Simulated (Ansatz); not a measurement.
**How fast states decay through CdH2SO**

A new crystal, CdH2SO: structure, gap and complex bands. It is built by putting S for part of the O in the CdH2O2 structure of space group P-3m1, with the volume rescaled by atomic radii. The parent structure comes from the Materials Project.

Calculated with Ansatz 0.2.0; PBE DFT, plane waves, PAW files, in the first sound run; inputs show where later runs differ.

The structure was built from a prototype and need not be the compound's stable phase.

**1. The structure**

The structure is trigonal, space group P3m1 (No. 156). Conventional cell: a = 3.745 Å, b = 3.745 Å, c = 4.947 Å, α = 90.00°, β = 90.00°, γ = 120.00°. Nearest to Cd lie 3 O at 2.47 Å and 3 S at 2.47 Å. Nearest to H lie 1 S at 1.03 Å. Nearest to H lie 1 O at 1.03 Å. Nearest to S lie 1 H at 1.03 Å and 3 Cd at 2.47 Å. Nearest to O lie 1 H at 1.03 Å and 3 Cd at 2.47 Å. It derives from CdH2O2. S for part of the O in the CdH2O2 structure of space group P-3m1. Farther neighbours and most contacts between anions are not listed.

**2. Cell and atoms at rest**

The substituted atoms don't fit the parent's cell, so cell and atoms relax together. A small smearing keeps the run stable in case the gap closes on the way.

Input file input.yaml:

```yaml
crystal:
  lattice:
    - [3.7454180379, 0.0, 0.0]
    - [-1.8727090189, 3.2436271686, 0.0]
    - [0.0, 0.0, 4.9465993301]
  atoms:
    - { symbol: Cd, position: [0.0, 0.0, 0.0] }
    - { symbol: H, position: [0.6666666667, 0.3333333333, 0.55096072] }
    - { symbol: H, position: [0.3333333333, 0.6666666667, 0.44903928] }
    - { symbol: S, position: [0.6666666667, 0.3333333333, 0.759372] }
    - { symbol: O, position: [0.3333333333, 0.6666666667, 0.240628] }
kpoints:
  mp_grid: { grid: [6, 6, 4] }
scf:
  occupations: { method: gaussian, width: 0.03 }
hamiltonian:
  xc: pbe
output:
  forces: true
  stress: true
relax:
  f_tol: 0.02
  max_steps: 60
  cell: {}
```

On the command line:

```console
ansatz run input.yaml --threads 2 --pin off --max-ram 4096MiB --backend cpu --events-out ev --progress --plain --runs-dir out
```

Numbers of over 12 decimals in the logs are rounded to 6 here.

Output:

```text
Engine: ansatz 0.2.0, aarch64-unknown-linux-gnu
Pseudopotentials: kind: paw
Pseudopotential: Cd, paw, valence charge 20, recommended cutoff 420 eV (normal), Cd.paw.azcp
Pseudopotential: H, paw, valence charge 1, recommended cutoff 420 eV (normal), H.paw.azcp
Pseudopotential: S, paw, valence charge 6, recommended cutoff 420 eV (normal), S.paw.azcp
Pseudopotential: O, paw, valence charge 6, recommended cutoff 420 eV (normal), O.paw.azcp
Functional definition: PBE
  parameter kappa = 0.804
  parameter beta = 0.066725
  exchange = pbe_x(kappa = kappa, mu = beta*pi^2/3)
  correlation = pbe_c(beta = beta)
Crystal: 5 atoms, lattice volume = 60.095 Å³
Basis set: ecut = 420 eV, 1181 PW (Γ), exchange–correlation on 54×54×72 points (8 copies of the dense FFT grid, shifted against one another)
Bands: 22, of which v1, the nominal top of the filled ones, is band 17 counted from 1 (16 counted from 0)
Symmetry: 6 space group operations
Space group: P3m1 (ITA 156), of the structure as read, at distance tolerance 3.9e-5 Å
k-points: 24 of 144 (time reversal used)
Non-local potential: Cd, projectors of the file, l = 0: 3, l = 1: 2, l = 2: 2, l = 3: 1
Non-local potential: H, projectors of the file, l = 0: 2, l = 1: 1
Non-local potential: S, projectors of the file, l = 0: 2, l = 1: 2, l = 2: 2
Non-local potential: O, projectors of the file, l = 0: 2, l = 1: 2, l = 2: 1
PAW form: soft (Blöchl's): semilocal exchange-correlation on the pseudo side does not see the compensation charge
PAW one-centre angular grid: Cd, 590 points (default); XC on 64 Gauss nodes
PAW one-centre angular grid: H, 110 points (default); XC on 64 Gauss nodes
PAW one-centre angular grid: S, 110 points (default); XC on 64 Gauss nodes
PAW one-centre angular grid: O, 110 points (default); XC on 64 Gauss nodes
Initial density: superposition of atomic densities (neutral atoms: chi_scale 0, normalization atom), corrected by the library's trained network
Initial wavefunctions: pseudopotential atomic-orbital guess
Functional: x = pbe(κ = 0.804, μ = 0.219515), c = pbe(β = 0.066725)
SCF iter   1: F=—  HF=-9753.403939 eV  |F-HF|=—  |Δ(HF+E_count)|=         —  Δρ=2.98e-3  dr2=5.08e-3  ethr=1.77e-3  ⟨swp⟩=6.1  Hψ=2747  notcnv=0
preconditioner: auto → Resta (q_TF=auto, 2.481 Å⁻¹)  ε∞=4.3  [insulator: Δε(μ)=2.419 eV  Ē_g=13.440 eV  σ=0.030 eV  W_gap=1.00  n_scr=20 (ndim 8)  ℏωp=24.4 eV  f_vac=0.058  D(μ)=0.00/eV (n_scr^D=0)  ε∞_Penn≈4.3]
SCF iter   2: F=—  HF=-9753.400291 eV  |F-HF|=—  |Δ(HF+E_count)|=   3.65e-3  Δρ=1.50e-3  dr2=1.18e-3  ethr=1.49e-5  ⟨swp⟩=2.5  Hψ=1034  notcnv=0  defer=11
SCF iter   3: F=—  HF=-9753.399262 eV  |F-HF|=—  |Δ(HF+E_count)|=   1.03e-3  Δρ=6.01e-4  dr2=1.91e-4  ethr=3.48e-6  ⟨swp⟩=2.0  Hψ=861  notcnv=0  defer=11
SCF iter   4: F=—  HF=-9753.399263 eV  |F-HF|=—  |Δ(HF+E_count)|=   1.18e-6  Δρ=2.17e-4  dr2=3.12e-5  ethr=5.60e-7  ⟨swp⟩=2.0  Hψ=814  notcnv=0  defer=11
SCF iter   5: F=—  HF=-9753.399230 eV  |F-HF|=—  |Δ(HF+E_count)|=   3.24e-5  Δρ=8.35e-5  dr2=5.40e-6  ethr=9.17e-8  ⟨swp⟩=2.0  Hψ=643  notcnv=0  defer=11
SCF iter   6: F=—  HF=-9753.399233 eV  |F-HF|=—  |Δ(HF+E_count)|=   2.31e-6  Δρ=2.32e-5  dr2=4.45e-7  ethr=1.59e-8  ⟨swp⟩=2.0  Hψ=816  notcnv=0  defer=11
SCF iter   7: F=-9753.399233 eV  HF=-9753.399233 eV  |F-HF|=2.60e-9  |Δ(HF+E_count)|=   4.75e-7  Δρ=6.80e-6  dr2=3.03e-8  ethr=2.94e-10  ⟨swp⟩=5.0  Hψ=1865  notcnv=0
SCF 1 converged in 7 iterations: F = -9753.399233 eV  dr2 = 3.03e-8
  greatest PAW one-centre occupation: 1.000 electrons in one spin orbital (limit 2), on the Cd atom at site 0 (counted from 0), in its partial waves of l = 0
relax step   1: F+E_penalty+E_count = -9753.39923322 eV  Δ(F+E_penalty+E_count) = +0.000e0 eV  max|allowed force component| = 1.946e1 eV/Å  Δτ_max = 0.0000 Å  P = +24.251 GPa  Ω = 60.095 Å³  (7 SCF iters, dr2 threshold 1.00e-7 eV, accepted)
Crystal: 5 atoms, lattice volume = 67.680 Å³
Basis set: ecut = 420 eV, 1373 PW (Γ), exchange–correlation on 54×54×72 points (8 copies of the dense FFT grid, shifted against one another)
Initial density: handed on by an earlier stage of this run
Initial wavefunctions: those handed on with the density
iter 1 solved again at ethr=1.54e-3 eV; its pass at ethr=3.10e-3 eV (dr2=5.24e-1 eV) is discarded
SCF iter   1: F=—  HF=-9755.802096 eV  |F-HF|=—  |Δ(HF+E_count)|=         —  Δρ=3.75e-2  dr2=5.24e-1  ethr=1.54e-3  ⟨swp⟩=1.0  Hψ=3572  notcnv=0
preconditioner: auto → Resta (q_TF=auto, 2.433 Å⁻¹)  ε∞=4.1  [insulator: Δε(μ)=1.447 eV  Ē_g=13.023 eV  σ=0.030 eV  W_gap=1.00  n_scr=20 (ndim 8)  ℏωp=23.0 eV  f_vac=0.125  D(μ)=0.00/eV (n_scr^D=0)  ε∞_Penn≈4.1]
SCF iter   2: F=—  HF=-9755.678949 eV  |F-HF|=—  |Δ(HF+E_count)|=   1.23e-1  Δρ=1.80e-2  dr2=1.01e-1  ethr=1.54e-3  ⟨swp⟩=3.0  Hψ=924  notcnv=0
SCF iter   3: F=—  HF=-9755.661668 eV  |F-HF|=—  |Δ(HF+E_count)|=   1.73e-2  Δρ=3.34e-3  dr2=5.47e-3  ethr=2.96e-4  ⟨swp⟩=2.4  Hψ=985  notcnv=0  defer=6
SCF iter   4: F=—  HF=-9755.662702 eV  |F-HF|=—  |Δ(HF+E_count)|=   1.03e-3  Δρ=2.07e-3  dr2=2.77e-3  ethr=1.61e-5  ⟨swp⟩=2.0  Hψ=969  notcnv=0  defer=9
SCF iter   5: F=—  HF=-9755.662540 eV  |F-HF|=—  |Δ(HF+E_count)|=   1.62e-4  Δρ=4.23e-4  dr2=2.13e-4  ethr=8.15e-6  ⟨swp⟩=2.0  Hψ=820  notcnv=0  defer=9
SCF iter   6: F=—  HF=-9755.662698 eV  |F-HF|=—  |Δ(HF+E_count)|=   1.58e-4  Δρ=1.96e-4  dr2=2.41e-5  ethr=6.26e-7  ⟨swp⟩=2.1  Hψ=774  notcnv=0  defer=9
SCF iter   7: F=—  HF=-9755.662711 eV  |F-HF|=—  |Δ(HF+E_count)|=   1.23e-5  Δρ=3.18e-5  dr2=7.87e-7  ethr=7.08e-8  ⟨swp⟩=2.0  Hψ=884  notcnv=0  defer=9
SCF iter   8: F=-9755.662713 eV  HF=-9755.662712 eV  |F-HF|=2.77e-7  |Δ(HF+E_count)|=   1.81e-6  Δρ=1.09e-5  dr2=1.15e-7  ethr=1.47e-9  ⟨swp⟩=4.8  Hψ=1780  notcnv=0
SCF 2 converged in 8 iterations: F = -9755.662713 eV  dr2 = 1.15e-7
relax step   2: F+E_penalty+E_count = -9755.66271271 eV  Δ(F+E_penalty+E_count) = -2.263e0 eV  max|allowed force component| = 6.000e0 eV/Å  Δτ_max = 0.1674 Å  P = +6.803 GPa  Ω = 67.680 Å³  energy of the carried Pulay correction = -1.574e-2 eV  (8 SCF iters, dr2 threshold 5.00e-7 eV, accepted)
Crystal: 5 atoms, lattice volume = 69.698 Å³
Basis set: ecut = 420 eV, 1385 PW (Γ), exchange–correlation on 54×54×72 points (8 copies of the dense FFT grid, shifted against one another)
iter 1 solved again at ethr=2.66e-4 eV; its pass at ethr=3.10e-3 eV (dr2=9.04e-2 eV) is discarded
SCF iter   1: F=—  HF=-9756.043907 eV  |F-HF|=—  |Δ(HF+E_count)|=         —  Δρ=1.71e-2  dr2=9.11e-2  ethr=2.66e-4  ⟨swp⟩=1.1  Hψ=3281  notcnv=0
[...]
relax step   5: F+E_penalty+E_count = -9756.11103865 eV  Δ(F+E_penalty+E_count) = -2.074e-2 eV  max|allowed force component| = 1.708e-1 eV/Å  Δτ_max = 0.0700 Å  P = +0.327 GPa  Ω = 69.844 Å³  energy of the carried Pulay correction = -1.989e-2 eV  (7 SCF iters, dr2 threshold 5.00e-7 eV, accepted)
relax step   6: F+E_penalty+E_count = -9756.11310581 eV  Δ(F+E_penalty+E_count) = -2.067e-3 eV  max|allowed force component| = 2.439e-2 eV/Å  Δτ_max = 0.0184 Å  P = +0.058 GPa  Ω = 69.684 Å³  energy of the carried Pulay correction = -1.959e-2 eV  (5 SCF iters, dr2 threshold 5.00e-7 eV, accepted)
relax step   7: F+E_penalty+E_count = -9756.11334915 eV  Δ(F+E_penalty+E_count) = -2.433e-4 eV  max|allowed force component| = 4.182e-3 eV/Å  Δτ_max = 0.0049 Å  P = +0.018 GPa  Ω = 69.632 Å³  energy of the carried Pulay correction = -1.949e-2 eV  (6 SCF iters, dr2 threshold 3.72e-8 eV, accepted)
relax step   8: F+E_penalty+E_count = -9756.14749845 eV  Δ(F+E_penalty+E_count) = -3.415e-2 eV  max|allowed force component| = 1.048e-2 eV/Å  Δτ_max = 0.0000 Å  P = +0.585 GPa  Ω = 69.632 Å³  stress off target by 6.46e-1 GPa  SCF on the basis re-selected at this cell (its energy is not comparable with the rows above)  (7 SCF iters)
relax step   9: F+E_penalty+E_count = -9756.14874721 eV  Δ(F+E_penalty+E_count) = -1.249e-3 eV  max|allowed force component| = 2.299e-2 eV/Å  Δτ_max = 0.0335 Å  P = +0.156 GPa  Ω = 71.049 Å³  energy of the carried Pulay correction = -2.476e-3 eV  (6 SCF iters, dr2 threshold 5.00e-7 eV, accepted)
relax step  10: F+E_penalty+E_count = -9756.14859938 eV  Δ(F+E_penalty+E_count) = +1.478e-4 eV  max|allowed force component| = 2.636e-2 eV/Å  Δτ_max = 0.0113 Å  P = +0.135 GPa  Ω = 71.379 Å³  energy of the carried Pulay correction = -3.064e-3 eV  (6 SCF iters, dr2 threshold 1.77e-7 eV, accepted)
relax step  11: F+E_penalty+E_count = -9756.14816946 eV  Δ(F+E_penalty+E_count) = +4.299e-4 eV  max|allowed force component| = 5.705e-3 eV/Å  Δτ_max = 0.0097 Å  P = +0.012 GPa  Ω = 71.797 Å³  energy of the carried Pulay correction = -3.840e-3 eV  (6 SCF iters, dr2 threshold 5.13e-8 eV, accepted)
relax step  12: F+E_penalty+E_count = -9756.14769721 eV  Δ(F+E_penalty+E_count) = +4.723e-4 eV  max|allowed force component| = 1.676e-2 eV/Å  Δτ_max = 0.0098 Å  P = +0.047 GPa  Ω = 72.051 Å³  energy of the carried Pulay correction = -4.322e-3 eV  (9 SCF iters, accepted)
relax step  13: F+E_penalty+E_count = -9756.14768399 eV  Δ(F+E_penalty+E_count) = +1.322e-5 eV  max|allowed force component| = 6.263e-3 eV/Å  Δτ_max = 0.0022 Å  P = -0.015 GPa  Ω = 72.082 Å³  energy of the carried Pulay correction = -4.373e-3 eV  (5 SCF iters, dr2 threshold 1.34e-8 eV, accepted)
relax step  14: F+E_penalty+E_count = -9756.15253573 eV  Δ(F+E_penalty+E_count) = -4.852e-3 eV  max|allowed force component| = 4.755e-3 eV/Å  Δτ_max = 0.0000 Å  P = +0.014 GPa  Ω = 72.082 Å³  stress off target by 6.49e-2 GPa  SCF on the basis re-selected at this cell (its energy is not comparable with the rows above)  (7 SCF iters)
relax step  15: F+E_penalty+E_count = -9756.15234446 eV  Δ(F+E_penalty+E_count) = +1.913e-4 eV  max|allowed force component| = 3.748e-3 eV/Å  Δτ_max = 0.0060 Å  P = +0.007 GPa  Ω = 72.253 Å³  energy of the carried Pulay correction = -2.533e-4 eV  (6 SCF iters, dr2 threshold 1.05e-8 eV, accepted)
iter 1 solved again at ethr=3.03e-7 eV; its pass at ethr=3.10e-3 eV (dr2=1.03e-4 eV) is discarded
SCF iter   1: F=—  HF=-9756.152544 eV  |F-HF|=—  |Δ(HF+E_count)|=         —  Δρ=6.58e-5  dr2=1.05e-7  ethr=3.03e-7  ⟨swp⟩=3.6  Hψ=3879  notcnv=0
eigensolver tolerance schedule: the retry pair's looser diagonalisation over-reported the residual by 978.13 of it (diagonalisation noise at 0.11 of the residual, at the tolerance the schedule requests for it); recorded, not acted on — ethr = c·dr2/N_el stays at c = 1.0e-1
preconditioner: auto → Resta (q_TF=auto, 2.406 Å⁻¹)  ε∞=4.1  [insulator: Δε(μ)=1.075 eV  Ē_g=12.607 eV  σ=0.030 eV  W_gap=1.00  n_scr=22 (ndim 8)  ℏωp=22.3 eV  f_vac=0.106  D(μ)=0.00/eV (n_scr^D=0)  ε∞_Penn≈4.1]
SCF iter   2: F=—  HF=-9756.152630 eV  |F-HF|=—  |Δ(HF+E_count)|=   8.53e-5  Δρ=3.32e-5  dr2=3.08e-8  ethr=3.09e-10  ⟨swp⟩=2.8  Hψ=899  notcnv=0
SCF iter   3: F=—  HF=-9756.152655 eV  |F-HF|=—  |Δ(HF+E_count)|=   2.54e-5  Δρ=7.19e-6  dr2=1.01e-8  ethr=9.05e-11  ⟨swp⟩=2.0  Hψ=835  notcnv=0
SCF iter   4: F=—  HF=-9756.152656 eV  |F-HF|=—  |Δ(HF+E_count)|=   7.64e-7  Δρ=5.42e-7  dr2=2.14e-10  ethr=2.98e-11  ⟨swp⟩=2.0  Hψ=825  notcnv=0
SCF iter   5: F=—  HF=-9756.152656 eV  |F-HF|=—  |Δ(HF+E_count)|=  1.16e-10  Δρ=3.10e-7  dr2=6.89e-11  ethr=1.00e-12  ⟨swp⟩=5.0  Hψ=1829  notcnv=0
SCF iter   6: F=-9756.152656 eV  HF=-9756.152656 eV  |F-HF|=3.64e-12  |Δ(HF+E_count)|=  9.84e-10  Δρ=6.34e-8  dr2=1.85e-12  ethr=1.00e-12  ⟨swp⟩=4.9  Hψ=1797  notcnv=0
SCF 16 converged in 6 iterations: F = -9756.152656 eV  dr2 = 1.85e-12
relax step  16: F+E_penalty+E_count = -9756.15265596 eV  Δ(F+E_penalty+E_count) = -3.115e-4 eV  max|allowed force component| = 3.954e-3 eV/Å  Δτ_max = 0.0000 Å  P = +0.008 GPa  Ω = 72.253 Å³  stress off target by 1.30e-2 GPa  SCF on the basis re-selected at this cell (its energy is not comparable with the rows above)  (6 SCF iters)
basis re-selected at this cell: Δ(F+E_penalty+E_count) = -3.115e-4 eV, ΔP = +0.000 GPa vs the last step (what re-selecting the basis moved, of the pressure what is left beyond the Pulay correction that the steps carried, after the strain that the cell walked since its last selection, with what the two solves' SCF thresholds leave and, on support functions, any second-order correction that the steps lacked; it is no m [...]
SCF converged after 6 iterations
Free energy (F): -9756.152656 eV
Harris-Foulkes:  -9756.152656 eV  (|F-HF|=3.64e-12)
Internal energy: -9756.152656 eV  (E = F + TS)
E sigma→0 (E₀):  -9756.152656 eV
Fermi energy:    5.288548 eV
--- Per-component energies (eV) ---
  E_band       = -579.452775
  E_kinetic    = 812.591509
  E_local      = -5048.702346  (includes V_loc(G=0)·N_el)
  E_nonlocal   = 115.103141
  E_hartree    = 2275.262773
  E_xc         = -363.986946
  E_vxc        = -424.144454  (∫ρ·V_xc dr)
  E_paw        = -4844.446325  (= ΣΔE_a)
  E_vpaw       = -584.826150  (= ΣTr[D̂ρ^β])
  E_aug_tail   = -0.000050  (compensation charges beyond the density's cutoff)
  E_ewald      = -2701.974410
  E_smearing   = -0.000000  (= −TS)
  E_closure    = 0.000000  (closes the sum)
  Σ components = -9756.152656   (vs F -9756.152656, Δ=0.00e0)
--- Forces (eV/Å), atoms counted from 1 ---
  atom   1  Cd     0.00000000    -0.00000000    -0.00050526
  atom   2  H      0.00000000    -0.00000000     0.00169989
  atom   3  H     -0.00000000     0.00000000    -0.00395403
  atom   4  S      0.00000000     0.00000000    -0.00094449
  atom   5  O     -0.00000000    -0.00000000     0.00370516
  max |Σ_I F_I| component: 1.26e-6 eV/Å
--- Stress (GPa, compression-positive) ---
        0.004927      -0.000000       0.000000
       -0.000000       0.004927      -0.000000
        0.000000      -0.000000       0.012962
  P = ⅓ Tr σ = 0.0076 GPa (0.076 kbar)
--- Relaxed structure (13 steps of the walk, 13 accepted, 3 SCFs on fresh bases) ---
  F+E_penalty+E_count = -9756.15265596 eV   max|allowed force component| = 3.954e-3 eV/Å   (the final SCF, on the basis selected at the relaxed cell)
  cell:  # Å, volume = 72.2527 Å³
    - [3.917262, -3.0191951788577796e-11, 0]
    - [-1.958631, 3.392449, 3.0150929222707006e-17]
    - [0, 4.5980798206118414e-17, 5.436986]
  atoms:
    - { symbol: Cd, position: [1.979169132287175e-18, 3.958338264521502e-18, 0.040494] }
    - { symbol: H, position: [0.666667, 0.333333, 0.542827] }
    - { symbol: H, position: [0.333333, 0.666667, 0.402189] }
    - { symbol: S, position: [0.666667, 0.333333, 0.791749] }
    - { symbol: O, position: [0.333333, 0.666667, 0.222742] }
```

Wall time 23 s (2 threads of Arm Neoverse V2, shared host); peak memory 0.37 GiB; 43 s of CPU time.

Relaxation path:

```
step  energy less that of the first step (eV)  largest force component (eV/Å)  pressure (GPa)  volume (Å³)
   1                                   0.0000                         19.4606           24.25        60.09
   2                                  -2.2635                          6.0002            6.80        67.68
   3                                  -2.6223                          2.3657            1.08        69.70
   4                                  -2.6911                          0.5601            0.42        71.96
   5                                  -2.7118                          0.1708            0.33        69.84
   6                                  -2.7139                          0.0244            0.06        69.68
   7                                  -2.7141                          0.0042            0.02        69.63
  8*                                  -2.7483                          0.0105            0.58        69.63
   9                                  -2.7495                          0.0230            0.16        71.05
  10                                  -2.7494                          0.0264            0.14        71.38
  11                                  -2.7489                          0.0057            0.01        71.80
  12                                  -2.7485                          0.0168            0.05        72.05
  13                                  -2.7485                          0.0063           -0.02        72.08
 14*                                  -2.7533                          0.0048            0.01        72.08
  15                                  -2.7531                          0.0037            0.01        72.25
 16*                                  -2.7534                          0.0040            0.01        72.25
```

Relaxation steps marked * repeat the geometry before them on a plane-wave basis chosen anew for their cell, so energy and pressure can jump there.

Forces are held to the 6 operations that the run works with; a distortion that breaks them can't arise in this run.

```
conventional cell, symmetrised  before  after   change
                         a (Å)   3.745  3.917   +4.6 %
                         b (Å)   3.745  3.917   +4.6 %
                         c (Å)   4.947  5.437   +9.9 %
              volume (Å³/atom)   12.02  14.45  +20.2 %
```

The atoms that moved most (Å, as changes of fractional coordinates times the final cell):

```
atom     dx     dy      dz  length
  H3  0.000  0.000  -0.255   0.255
 Cd1  0.000  0.000   0.220   0.220
  S4  0.000  0.000   0.176   0.176
  O5  0.000  0.000  -0.097   0.097
  H2  0.000  0.000  -0.044   0.044
```

This step gave:

```
free energy  : -9756.1527 eV
Fermi energy : 5.289 eV
pressure     : 0.007605 GPa
```

The largest force component on a free atom ends at 0.0040 eV/Å.

[end of part 1 of 3]

[Logs are printed without paths, hosts, clocks, repeated set-up lines and the standing remarks that a program may print on its own settings, such as how far it seeks lower states.]

[Hosts, paths, dates, database ids (printed as entryN), source tags and the programs' standing remarks are cut or masked in the printed files.]
